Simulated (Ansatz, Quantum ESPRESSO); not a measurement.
# 1T-SnS2, 3 layers, AA stacking: the dipole at a withheld member of a series

How the rows were computed: Quantum ESPRESSO 7.5, PBE, GBRV ultrasoft. Cell and atoms are relaxed without a field with a D3(BJ) correction and then held. Sawtooth field with dipole correction, 17 Å of vacuum in the starting cell, Fermi-Dirac smearing of 0.002 Ry; bands along a path at each field. The series steps the field along the normal.

```
field along the normal  dipole (e Å)
                 0 V/Å        −0.000
              0.05 V/Å         0.047
               0.1 V/Å         0.094
               0.2 V/Å         0.188
               0.4 V/Å         0.376
```

**Question.** What is the dipole at 0.3 V/Å?

**Worked estimate.** The rows at 0.2 V/Å and 0.4 V/Å give a slope of (0.376 − (0.188))/(0.4 − (0.2)) = 0.94, so a straight line gives 0.282 e Å. A parabola through these and the row at 0.1 V/Å gives 0.282 e Å.

**The withheld run.** 0.282 e Å. The line misses by 0.000 and the parabola by 0.000 e Å. Both misses are under 5 % of the step from the nearer row.

Caveats: Ions are held; semilocal gaps are too small; in strong fields empty levels can belong to the vacuum; one stacking. Members without a usable value, or on the other side of zero field or charge, are not listed.

[Logs are printed without paths, hosts, clocks, repeated set-up lines and the standing remarks that a program may print on its own settings, such as how far it seeks lower states.]
